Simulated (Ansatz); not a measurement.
**How Os(0001) screens a field**

Aim: image plane and induced charge of Os(0001).

Program: Ansatz 0.2.0. Level of theory: plane-wave DFT, PBE, Ansatz PAW. Results are calculated unless marked as measured.

## (1) The structure

The cell holds 7 atoms: 7 Os. Its edges and angles: a = 2.740 Å, b = 2.740 Å, c = 30.979 Å, α = 90.0°, β = 90.0°, γ = 60.0°. Vacuum lies along c.

## (2) Atoms held, field 0

A sawtooth potential applies the field, turning back in the middle of the vacuum. With the dipole correction the typed value is the field outside the slab. The induced dipole is small, so the SCF threshold is tight.

Input file input.yaml:

```yaml
crystal:
  lattice:
    - [2.74, 0.0, 0.0]
    - [1.37, 2.3729096064, 0.0]
    - [0.0, 0.0, 30.97938]
  atoms:
    - { symbol: Os, position: [0.0, 0.0, 0.2905158205] }
    - { symbol: Os, position: [0.6666666667, 0.6666666667, 0.3603438803] }
    - { symbol: Os, position: [0.0, 0.0, 0.4301719402] }
    - { symbol: Os, position: [0.6666666667, 0.6666666667, 0.5] }
    - { symbol: Os, position: [0.0, 0.0, 0.5698280598] }
    - { symbol: Os, position: [0.6666666667, 0.6666666667, 0.6396561197] }
    - { symbol: Os, position: [0.0, 0.0, 0.7094841795] }
kpoints:
  mp_grid: { grid: [24, 24, 1] }
hamiltonian:
  xc: pbe
scf:
  occupations: { method: fermi_dirac, width: 0.1 }
  convergence: { dr2_threshold: 1.0e-10 }
efield:
  axis: 3
  dipole_correction: true
  ramp_position: 0.97
  ramp_width: 0.06
  amplitude: 0
output:
  forces: true
  write_potential: true
  write_density: true
  volumetric_format: npy
```

Launch:

```sh
> ansatz run input.yaml --threads 4 --pin off --max-ram 6144MiB --backend cpu --events-out ev --progress --plain --runs-dir out
```

Numbers of over 12 decimals in the logs are rounded to 6 here.

The program printed:

```text
Engine: ansatz 0.2.0, aarch64-unknown-linux-gnu
Pseudopotentials: kind: paw
Pseudopotential: Os, paw, valence charge 16, recommended cutoff 420 eV (normal), Os.paw.azcp
Functional definition: PBE
  parameter kappa = 0.804
  parameter beta = 0.066725
  exchange = pbe_x(kappa = kappa, mu = beta*pi^2/3)
  correlation = pbe_c(beta = beta)
Crystal: 7 atoms, lattice volume = 201.421 Å³
Basis set: ecut = 420 eV, 3949 PW (Γ), exchange–correlation on 40×40×432 points (8 copies of the dense FFT grid, shifted against one another)
Bands: 68, of which v1, the nominal top of the filled ones, is band 56 counted from 1 (55 counted from 0)
Symmetry: 6 space group operations
k-points: 61 of 576 (time reversal used)
Non-local potential: Os, projectors of the file, l = 0: 3, l = 1: 2, l = 2: 2, l = 3: 1
PAW form: soft (Blöchl's): semilocal exchange-correlation on the pseudo side does not see the compensation charge
PAW one-centre angular grid: Os, 590 points (default); XC on 64 Gauss nodes
Initial density: superposition of atomic densities (neutral atoms: chi_scale 0, normalization atom), corrected by the library's trained network
Initial wavefunctions: pseudopotential atomic-orbital guess
Functional: x = pbe(κ = 0.804, μ = 0.219515), c = pbe(β = 0.066725)
SCF iter   1: F=—  HF=-79689.445083 eV  |F-HF|=—  |Δ(HF+E_count)|=         —  Δρ=7.67e-3  dr2=9.72e-1  ethr=1.77e-3  p=0.000 e·Å  D=1.03e-13 V/Å  ΔV_dip=-0.00 eV  dr2_dipole=5.37e-7  V_vac-E_F(+/−)=5.38/5.38 eV  ⟨swp⟩=8.2  Hψ=19792  notcnv=0  defer=13
efield: sawtooth ramp at fractional position 0.9700 (set: `efield.ramp_position`, or a place that a band, a saddle search or an elastic batch's reference lends), width 0.0600; the density the first Hamiltonian is built on has a dipole p = 0.000 e·Å; the dipole correction subtracts the counter field D = 1.03e-13 V/Å, which shifts the + side's vacuum level by -0.00 eV against the − side's; the planar-averaged density in the ramp window peaks in size at 4.7e-5 e/Å³
preconditioner: auto → LDOS  [metal: Δε(μ)=0.007 eV  Ē_g=5.860 eV  σ=0.100 eV  W_gap=0.02  n_scr=24 (ndim 8)  ℏωp=19.6 eV  f_vac=0.465  D(μ)=5.67/eV (n_scr^D=22)  β→1.0]
SCF iter   2: F=—  HF=-79689.448909 eV  |F-HF|=—  |Δ(HF+E_count)|=   3.83e-3  Δρ=2.16e-3  dr2=2.01e-2  ethr=8.68e-4  p=0.000 e·Å  D=6.63e-6 V/Å  ΔV_dip=-0.00 eV  dr2_dipole=2.78e-7  V_vac-E_F(+/−)=5.35/5.35 eV  ⟨swp⟩=2.0  Hψ=5350  notcnv=0  defer=23
SCF iter   3: F=—  HF=-79689.447743 eV  |F-HF|=—  |Δ(HF+E_count)|=   1.17e-3  Δρ=1.27e-3  dr2=1.03e-2  ethr=1.80e-5  p=0.000 e·Å  D=2.34e-6 V/Å  ΔV_dip=-0.00 eV  dr2_dipole=1.15e-8  V_vac-E_F(+/−)=5.40/5.40 eV  ⟨swp⟩=3.2  Hψ=8769  notcnv=0  defer=23
SCF iter   4: F=—  HF=-79689.445613 eV  |F-HF|=—  |Δ(HF+E_count)|=   2.13e-3  Δρ=2.17e-4  dr2=1.28e-4  ethr=9.24e-6  p=0.000 e·Å  D=1.39e-6 V/Å  ΔV_dip=-0.00 eV  dr2_dipole=2.02e-9  V_vac-E_F(+/−)=5.38/5.38 eV  ⟨swp⟩=2.1  Hψ=6112  notcnv=0  defer=23
SCF iter   5: F=—  HF=-79689.445591 eV  |F-HF|=—  |Δ(HF+E_count)|=   2.23e-5  Δρ=6.88e-5  dr2=1.19e-5  ethr=1.14e-7  p=0.000 e·Å  D=7.29e-7 V/Å  ΔV_dip=-0.00 eV  dr2_dipole=2.47e-10  V_vac-E_F(+/−)=5.37/5.37 eV  ⟨swp⟩=3.0  Hψ=8530  notcnv=0  defer=23
SCF iter   6: F=—  HF=-79689.445559 eV  |F-HF|=—  |Δ(HF+E_count)|=   3.15e-5  Δρ=2.46e-5  dr2=4.21e-6  ethr=1.06e-8  p=0.000 e·Å  D=2.43e-7 V/Å  ΔV_dip=-0.00 eV  dr2_dipole=2.07e-12  V_vac-E_F(+/−)=5.37/5.37 eV  ⟨swp⟩=3.3  Hψ=8615  notcnv=0  defer=23
SCF iter   7: F=—  HF=-79689.445926 eV  |F-HF|=—  |Δ(HF+E_count)|=   3.67e-4  Δρ=9.45e-6  dr2=9.74e-7  ethr=3.76e-9  p=0.000 e·Å  D=5.93e-8 V/Å  ΔV_dip=-0.00 eV  dr2_dipole=7.06e-12  V_vac-E_F(+/−)=5.37/5.37 eV  ⟨swp⟩=2.2  Hψ=5173  notcnv=0  defer=21
SCF iter   8: F=—  HF=-79689.445926 eV  |F-HF|=—  |Δ(HF+E_count)|=   8.00e-8  Δρ=2.66e-6  dr2=2.22e-8  ethr=8.69e-10  p=0.000 e·Å  D=1.71e-9 V/Å  ΔV_dip=-0.00 eV  dr2_dipole=1.57e-12  V_vac-E_F(+/−)=5.37/5.37 eV  ⟨swp⟩=2.3  Hψ=5833  notcnv=0  defer=20
SCF iter   9: F=—  HF=-79689.445926 eV  |F-HF|=—  |Δ(HF+E_count)|=   1.89e-8  Δρ=7.98e-7  dr2=3.56e-9  ethr=1.99e-11  p=0.000 e·Å  D=4.06e-9 V/Å  ΔV_dip=-0.00 eV  dr2_dipole=4.11e-12  V_vac-E_F(+/−)=5.37/5.37 eV  ⟨swp⟩=3.1  Hψ=8131  notcnv=0  defer=19
SCF iter  10: F=—  HF=-79689.445926 eV  |F-HF|=—  |Δ(HF+E_count)|=  3.49e-10  Δρ=1.71e-7  dr2=2.46e-10  ethr=3.18e-12  p=-0.000 e·Å  D=-6.90e-9 V/Å  ΔV_dip=0.00 eV  dr2_dipole=1.47e-15  V_vac-E_F(+/−)=5.37/5.37 eV  ⟨swp⟩=2.9  Hψ=7204  notcnv=0  defer=18
SCF iter  11: F=-79689.445926 eV  HF=-79689.445926 eV  |F-HF|=4.37e-11  |Δ(HF+E_count)|=  2.18e-10  Δρ=4.29e-8  dr2=3.68e-12  ethr=1.00e-12  p=0.000 e·Å  D=5.69e-9 V/Å  ΔV_dip=-0.00 eV  dr2_dipole=7.20e-16  V_vac-E_F(+/−)=5.37/5.37 eV  ⟨swp⟩=12.4  Hψ=25123  notcnv=0
SCF 1 converged in 11 iterations: F = -79689.445926 eV  dr2 = 3.68e-12
  greatest PAW one-centre occupation: 1.000 electrons in one spin orbital (limit 2), on the Os atom at site 3 (counted from 0), in its partial waves of l = 0
WARN: The output density's exchange-correlation potential varies sharply where the density is thin. Do not read a vacuum level from v_tot or v_xc, or from such a field of the output density. On a cell that repeats whose density bears no net charge and no dipole along the vacuum's axis use v_es (v_loc + v_h of the components); under efield.dipole_correction with no amplitude use v_es + v_field, which holds any externa [...]
SCF converged after 11 iterations
Free energy (F): -79689.445926 eV
Harris-Foulkes:  -79689.445926 eV  (|F-HF|=4.37e-11)
Internal energy: -79689.263376 eV  (E = F + TS)
E sigma→0 (E₀):  -79689.354651 eV
Entropy (-TS):   -0.182551 eV (-26.079 meV/atom)
Fermi energy:    9.936527 eV
Dipole field:    D = -0.000000 V/Å  (p = -0.000000 e·Å, saw-weighted, corrected)
Work function:   Φ+ = 5.3685 eV   Φ− = 5.3685 eV
Levels:          The Fermi level and band energies are counted from a zero that moves with the ramp; work functions are not
--- Per-component energies (eV) ---
  E_band       = -2239.698141
  E_kinetic    = 3927.764887
  E_local      = -243892.687848  (includes V_loc(G=0)·N_el)
  E_nonlocal   = -13.826919
  E_hartree    = 120594.159487
  E_xc         = -1863.652975
  E_vxc        = -1983.876866  (∫ρ·V_xc dr)
  E_paw        = -63081.821221  (= ΣΔE_a)
  E_vpaw       = -1465.389654  (= ΣTr[D̂ρ^β])
  E_aug_tail   = -0.000602  (compensation charges beyond the density's cutoff)
  E_efield     = 0.000000  (sawtooth field / dipole correction)
  E_vefield    = 0.000000  (∫n·V_field dr)
  E_ewald      = 104640.801816
  E_smearing   = -0.182551  (= −TS)
  E_closure    = 0.000000  (closes the sum)
  Σ components = -79689.445926   (vs F -79689.445926, Δ=0.00e0)
--- Forces (eV/Å), atoms counted from 1 ---
  atom   1  Os    -0.00000000    -0.00000000     0.70503617
  atom   2  Os     0.00000000     0.00000000    -0.81099746
  atom   3  Os     0.00000000    -0.00000000    -0.30518840
  atom   4  Os     0.00000000     0.00000000    -0.00000087
  atom   5  Os     0.00000000    -0.00000000     0.30519001
  atom   6  Os    -0.00000000     0.00000000     0.81099622
  atom   7  Os    -0.00000000    -0.00000000    -0.70503537
  max |Σ_I F_I| component: 3.01e-7 eV/Å
--- Band table (eV; the first three rows and the last of 61) ---
  k-point 0: bands = [... 52 lower, 7.7795, 7.7795, 8.4471, 8.6848, 8.6848, 9.3703, 9.3703, 9.8002, ... 8 higher]
  k-point 1: bands = [... 52 lower, 7.7527, 7.8334, 8.4103, 8.6431, 8.6524, 9.3135, 9.3447, 9.6665, ... 8 higher]
  k-point 2: bands = [... 52 lower, 7.8366, 7.9920, 8.2430, 8.5483, 8.5836, 9.0534, 9.2835, 9.3798, ... 8 higher]
  k-point 60: bands = [... 52 lower, 8.6390, 9.3423, 10.4338, 10.8279, 10.8413, 11.4590, 11.4641, 11.4939, ... 8 higher]
```

Elapsed: 30 s, on 4 threads of Arm Neoverse V1, shared host; peak memory 0.92 GiB; 2 min of CPU time.

Reading the cycles: dr2 is the Hartree energy of the density residual (eV), the measure of convergence; HF is the Harris–Foulkes estimate of the energy, which meets the free energy F at convergence.

This step gave:

| Item | Value |
| --- | --- |
| energy at zero smearing | -79689.3547 eV |
| work function, upper face | 5.369 eV |
| dipole along the normal | -3.37e-8 e·Å |

Running mean over 2.16323 Å of the planar mean; the ramp of the sawtooth is left out. The electron's electrostatic potential energy less the Fermi level by z:

```csv
z (Å),electron's electrostatic potential energy less the Fermi level (eV)
4,5.37
5,5.36
6,5.27
7,4.03
8,-5.09
9,-12.3
10,-12.8
11,-13.0
12,-13.1
13,-13.0
14,-13.0
15,-13.0
16,-13.0
17,-13.0
18,-13.0
19,-13.1
20,-13.0
21,-12.8
22,-12.2
23,-4.83
24,4.10
25,5.28
26,5.36
27,5.37
```

Force by atom:

```csv
atom,x (eV/Å),y (eV/Å),z (eV/Å),size
Os1,0.000,0.000,0.705,0.705
Os2,0.000,0.000,-0.811,0.811
Os3,0.000,0.000,-0.305,0.305
Os4,0.000,0.000,0.000,0.000
Os5,0.000,0.000,0.305,0.305
Os6,0.000,0.000,0.811,0.811
Os7,0.000,0.000,-0.705,0.705
```

The work function of the upper face is 5.37 eV.

## (3) Single point, field 0.05 V/Å

input.yaml: that of step 2 with these lines changed.

```diff
@@ -25,3 +25,3 @@
   ramp_width: 0.06
-  amplitude: 0
+  amplitude: 0.05
 output:
```

The program printed:

```text
[...]
Crystal: 7 atoms, lattice volume = 201.421 Å³
Basis set: ecut = 420 eV, 3949 PW (Γ), exchange–correlation on 40×40×432 points (8 copies of the dense FFT grid, shifted against one another)
Bands: 68, of which v1, the nominal top of the filled ones, is band 56 counted from 1 (55 counted from 0)
Symmetry: 6 space group operations
k-points: 61 of 576 (time reversal used)
[...]
k-point 0: bands = [... 52 lower, 7.7794, 7.7794, 8.4470, 8.6847, 8.6847, 9.3702, 9.3702, 9.8000, ... 8 higher]
  k-point 1: bands = [... 52 lower, 7.7526, 7.8333, 8.4102, 8.6430, 8.6523, 9.3134, 9.3446, 9.6661, ... 8 higher]
  k-point 2: bands = [... 52 lower, 7.8365, 7.9919, 8.2429, 8.5482, 8.5835, 9.0532, 9.2834, 9.3796, ... 8 higher]
  k-point 60: bands = [... 52 lower, 8.6389, 9.3422, 10.4337, 10.8277, 10.8413, 11.4589, 11.4640, 11.4938, ... 8 higher]
[key lines of the parts left out:]
SCF converged after 13 iterations
Free energy (F): -79689.446668 eV
Fermi energy:    9.936436 eV
Dipole field:    D = 0.026665 V/Å  (p = 0.029682 e·Å, saw-weighted, corrected)
```

It took 35 s on 4 threads; peak memory 0.91 GiB; 2.3 min of CPU time.

The dipole is 0.0297 e·Å.

## (4) Single point, field -0.05 V/Å

input.yaml: that of step 3 with these lines changed.

```diff
@@ -25,3 +25,3 @@
   ramp_width: 0.06
-  amplitude: 0.05
+  amplitude: -0.05
 output:
```

The program printed:

```text
[...]
Crystal: 7 atoms, lattice volume = 201.421 Å³
Basis set: ecut = 420 eV, 3949 PW (Γ), exchange–correlation on 40×40×432 points (8 copies of the dense FFT grid, shifted against one another)
Bands: 68, of which v1, the nominal top of the filled ones, is band 56 counted from 1 (55 counted from 0)
Symmetry: 6 space group operations
k-points: 61 of 576 (time reversal used)
[...]
k-point 0: bands = [... 52 lower, 7.7794, 7.7794, 8.4470, 8.6847, 8.6847, 9.3702, 9.3702, 9.8000, ... 8 higher]
  k-point 1: bands = [... 52 lower, 7.7526, 7.8333, 8.4102, 8.6430, 8.6523, 9.3134, 9.3446, 9.6661, ... 8 higher]
  k-point 2: bands = [... 52 lower, 7.8365, 7.9919, 8.2429, 8.5482, 8.5835, 9.0532, 9.2834, 9.3796, ... 8 higher]
  k-point 60: bands = [... 52 lower, 8.6389, 9.3422, 10.4337, 10.8277, 10.8413, 11.4589, 11.4640, 11.4938, ... 8 higher]
[key lines of the parts left out:]
SCF converged after 13 iterations
Free energy (F): -79689.446668 eV
Fermi energy:    9.936436 eV
Dipole field:    D = -0.026665 V/Å  (p = -0.029681 e·Å, saw-weighted, corrected)
```

Wall time 36 s (4 threads); peak memory 0.91 GiB; 2.3 min of CPU time.

The dipole is -0.0297 e·Å.

## (5) Single point, field 0.1 V/Å

input.yaml: that of step 4 with these lines changed.

```diff
@@ -25,3 +25,3 @@
   ramp_width: 0.06
-  amplitude: -0.05
+  amplitude: 0.1
 output:
```

The program printed:

```text
[...]
Crystal: 7 atoms, lattice volume = 201.421 Å³
Basis set: ecut = 420 eV, 3949 PW (Γ), exchange–correlation on 40×40×432 points (8 copies of the dense FFT grid, shifted against one another)
Bands: 68, of which v1, the nominal top of the filled ones, is band 56 counted from 1 (55 counted from 0)
Symmetry: 6 space group operations
k-points: 61 of 576 (time reversal used)
[...]
k-point 0: bands = [... 52 lower, 7.7791, 7.7791, 8.4467, 8.6844, 8.6844, 9.3699, 9.3699, 9.7992, ... 8 higher]
  k-point 1: bands = [... 52 lower, 7.7523, 7.8330, 8.4099, 8.6427, 8.6521, 9.3131, 9.3444, 9.6651, ... 8 higher]
  k-point 2: bands = [... 52 lower, 7.8362, 7.9916, 8.2426, 8.5479, 8.5832, 9.0528, 9.2832, 9.3791, ... 8 higher]
  k-point 60: bands = [... 52 lower, 8.6387, 9.3419, 10.4335, 10.8273, 10.8412, 11.4586, 11.4637, 11.4935, ... 8 higher]
[key lines of the parts left out:]
SCF converged after 13 iterations
Free energy (F): -79689.448894 eV
Fermi energy:    9.936162 eV
Dipole field:    D = 0.053331 V/Å  (p = 0.059364 e·Å, saw-weighted, corrected)
```

Wall time 35 s (4 threads); peak memory 0.91 GiB; 2.3 min of CPU time.

The dipole is 0.0594 e·Å.

## (6) Single point, field -0.1 V/Å

input.yaml: that of step 5 with these lines changed.

```diff
@@ -25,3 +25,3 @@
   ramp_width: 0.06
-  amplitude: 0.1
+  amplitude: -0.1
 output:
```

The program printed:

```text
[...]
Crystal: 7 atoms, lattice volume = 201.421 Å³
Basis set: ecut = 420 eV, 3949 PW (Γ), exchange–correlation on 40×40×432 points (8 copies of the dense FFT grid, shifted against one another)
Bands: 68, of which v1, the nominal top of the filled ones, is band 56 counted from 1 (55 counted from 0)
Symmetry: 6 space group operations
k-points: 61 of 576 (time reversal used)
[...]
k-point 0: bands = [... 52 lower, 7.7791, 7.7791, 8.4467, 8.6844, 8.6844, 9.3699, 9.3699, 9.7992, ... 8 higher]
  k-point 1: bands = [... 52 lower, 7.7523, 7.8330, 8.4099, 8.6427, 8.6521, 9.3131, 9.3444, 9.6651, ... 8 higher]
  k-point 2: bands = [... 52 lower, 7.8362, 7.9916, 8.2426, 8.5479, 8.5832, 9.0528, 9.2832, 9.3791, ... 8 higher]
  k-point 60: bands = [... 52 lower, 8.6387, 9.3419, 10.4335, 10.8273, 10.8412, 11.4586, 11.4637, 11.4935, ... 8 higher]
[key lines of the parts left out:]
SCF converged after 13 iterations
Free energy (F): -79689.448894 eV
Fermi energy:    9.936162 eV
Dipole field:    D = -0.053331 V/Å  (p = -0.059364 e·Å, saw-weighted, corrected)
```

Wall time 35 s (4 threads); peak memory 0.91 GiB.

The dipole is -0.0594 e·Å.

## (7) Atoms held, field 0.2 V/Å

input.yaml: that of step 6 with these lines changed.

```diff
@@ -25,3 +25,3 @@
   ramp_width: 0.06
-  amplitude: -0.1
+  amplitude: 0.2
 output:
```

The program printed:

```text
[...]
Crystal: 7 atoms, lattice volume = 201.421 Å³
Basis set: ecut = 420 eV, 3949 PW (Γ), exchange–correlation on 40×40×432 points (8 copies of the dense FFT grid, shifted against one another)
Bands: 68, of which v1, the nominal top of the filled ones, is band 56 counted from 1 (55 counted from 0)
Symmetry: 6 space group operations
k-points: 61 of 576 (time reversal used)
[...]
k-point 0: bands = [... 52 lower, 7.7780, 7.7780, 8.4454, 8.6833, 8.6833, 9.3688, 9.3688, 9.7962, ... 8 higher]
  k-point 1: bands = [... 52 lower, 7.7512, 7.8319, 8.4086, 8.6416, 8.6510, 9.3119, 9.3432, 9.6613, ... 8 higher]
  k-point 2: bands = [... 52 lower, 7.8351, 7.9905, 8.2414, 8.5467, 8.5821, 9.0513, 9.2820, 9.3772, ... 8 higher]
  k-point 60: bands = [... 52 lower, 8.6375, 9.3408, 10.4323, 10.8256, 10.8406, 11.4575, 11.4626, 11.4924, ... 8 higher]
[key lines of the parts left out:]
SCF converged after 13 iterations
Free energy (F): -79689.457799 eV
Fermi energy:    9.935062 eV
Dipole field:    D = 0.106671 V/Å  (p = 0.118737 e·Å, saw-weighted, corrected)
```

It took 35 s on 4 threads; peak memory 0.9 GiB; 2.3 min of CPU time.

The dipole is 0.119 e·Å.

## (8) Single point, field -0.2 V/Å

input.yaml: that of step 7 with these lines changed.

```diff
@@ -25,3 +25,3 @@
   ramp_width: 0.06
-  amplitude: 0.2
+  amplitude: -0.2
 output:
```

The program printed:

```text
[...]
Crystal: 7 atoms, lattice volume = 201.421 Å³
Basis set: ecut = 420 eV, 3949 PW (Γ), exchange–correlation on 40×40×432 points (8 copies of the dense FFT grid, shifted against one another)
Bands: 68, of which v1, the nominal top of the filled ones, is band 56 counted from 1 (55 counted from 0)
Symmetry: 6 space group operations
k-points: 61 of 576 (time reversal used)
[...]
k-point 0: bands = [... 52 lower, 7.7780, 7.7780, 8.4454, 8.6833, 8.6833, 9.3688, 9.3688, 9.7962, ... 8 higher]
  k-point 1: bands = [... 52 lower, 7.7512, 7.8319, 8.4086, 8.6416, 8.6510, 9.3119, 9.3432, 9.6613, ... 8 higher]
  k-point 2: bands = [... 52 lower, 7.8351, 7.9905, 8.2414, 8.5467, 8.5821, 9.0513, 9.2820, 9.3772, ... 8 higher]
  k-point 60: bands = [... 52 lower, 8.6375, 9.3408, 10.4323, 10.8256, 10.8406, 11.4575, 11.4626, 11.4924, ... 8 higher]
[key lines of the parts left out:]
SCF converged after 13 iterations
Free energy (F): -79689.457799 eV
Fermi energy:    9.935062 eV
Dipole field:    D = -0.106670 V/Å  (p = -0.118737 e·Å, saw-weighted, corrected)
```

It took 35 s on 4 threads; peak memory 0.9 GiB.

The dipole is -0.119 e·Å.

## (9) Single point, field 0.4 V/Å

input.yaml: that of step 8 with these lines changed.

```diff
@@ -25,3 +25,3 @@
   ramp_width: 0.06
-  amplitude: -0.2
+  amplitude: 0.4
 output:
@@ -31 +31,2 @@
   volumetric_format: npy
+  elf: true
```

The program printed:

```text
[...]
Crystal: 7 atoms, lattice volume = 201.421 Å³
Basis set: ecut = 420 eV, 3949 PW (Γ), exchange–correlation on 40×40×432 points (8 copies of the dense FFT grid, shifted against one another)
Bands: 68, of which v1, the nominal top of the filled ones, is band 56 counted from 1 (55 counted from 0)
Symmetry: 6 space group operations
k-points: 61 of 576 (time reversal used)
[...]
k-point 0: bands = [... 52 lower, 7.7735, 7.7735, 8.4400, 8.6788, 8.6788, 9.3643, 9.3643, 9.7841, ... 8 higher]
  k-point 1: bands = [... 52 lower, 7.7466, 7.8273, 8.4034, 8.6370, 8.6464, 9.3071, 9.3387, 9.6464, ... 8 higher]
  k-point 2: bands = [... 52 lower, 7.8306, 7.9860, 8.2367, 8.5417, 8.5776, 9.0451, 9.2775, 9.3697, ... 8 higher]
  k-point 60: bands = [... 52 lower, 8.6330, 9.3363, 10.4278, 10.8193, 10.8381, 11.4530, 11.4581, 11.4879, ... 8 higher]
[key lines of the parts left out:]
SCF converged after 13 iterations
Free energy (F): -79689.493426 eV
Fermi energy:    9.930602 eV
Dipole field:    D = 0.213405 V/Å  (p = 0.237546 e·Å, saw-weighted, corrected)
```

The job ended after 36 s (4 threads; peak memory 0.9 GiB; 2.4 min of CPU time).

Running mean over 2.16323 Å of the planar mean, with the applied field; the ramp of the sawtooth is left out. The electron's electrostatic potential energy less the Fermi level by z:

```csv
z (Å),electron's electrostatic potential energy less the Fermi level (eV)
3.5,3.89
4.0,4.09
4.5,4.29
5.0,4.48
5.5,4.66
6.0,4.77
6.5,4.68
7.0,3.84
7.5,0.612
8.0,-5.12
8.5,-10.2
9.0,-12.3
9.5,-12.7
10.0,-12.8
10.5,-12.9
11.0,-13.0
11.5,-13.1
12.0,-13.1
12.5,-13.0
13.0,-13.0
13.5,-13.0
14.0,-13.0
14.5,-13.0
15.0,-13.0
15.5,-13.0
16.0,-13.0
16.5,-13.0
17.0,-13.0
17.5,-13.0
18.0,-13.0
18.5,-13.0
19.0,-13.1
19.5,-13.1
20.0,-13.0
20.5,-12.9
21.0,-12.8
21.5,-12.6
22.0,-12.2
22.5,-10.1
23.0,-4.80
23.5,1.01
24.0,4.30
24.5,5.38
25.0,5.80
25.5,6.06
26.0,6.28
26.5,6.48
27.0,6.68
27.5,6.88
```

The dipole is 0.238 e·Å.

[end of part 1 of 2]

[Logs are printed without paths, hosts, clocks, repeated set-up lines and the standing remarks that a program may print on its own settings, such as how far it seeks lower states.]

[Hosts, paths, dates, database ids (printed as entryN), source tags and the programs' standing remarks are cut or masked in the printed files.]

[Maps of the electrostatic potential energy from Ansatz leave out the sawtooth potential of an applied field or a dipole correction, so their vacuum need not be flat; planar profiles and work functions include it.]
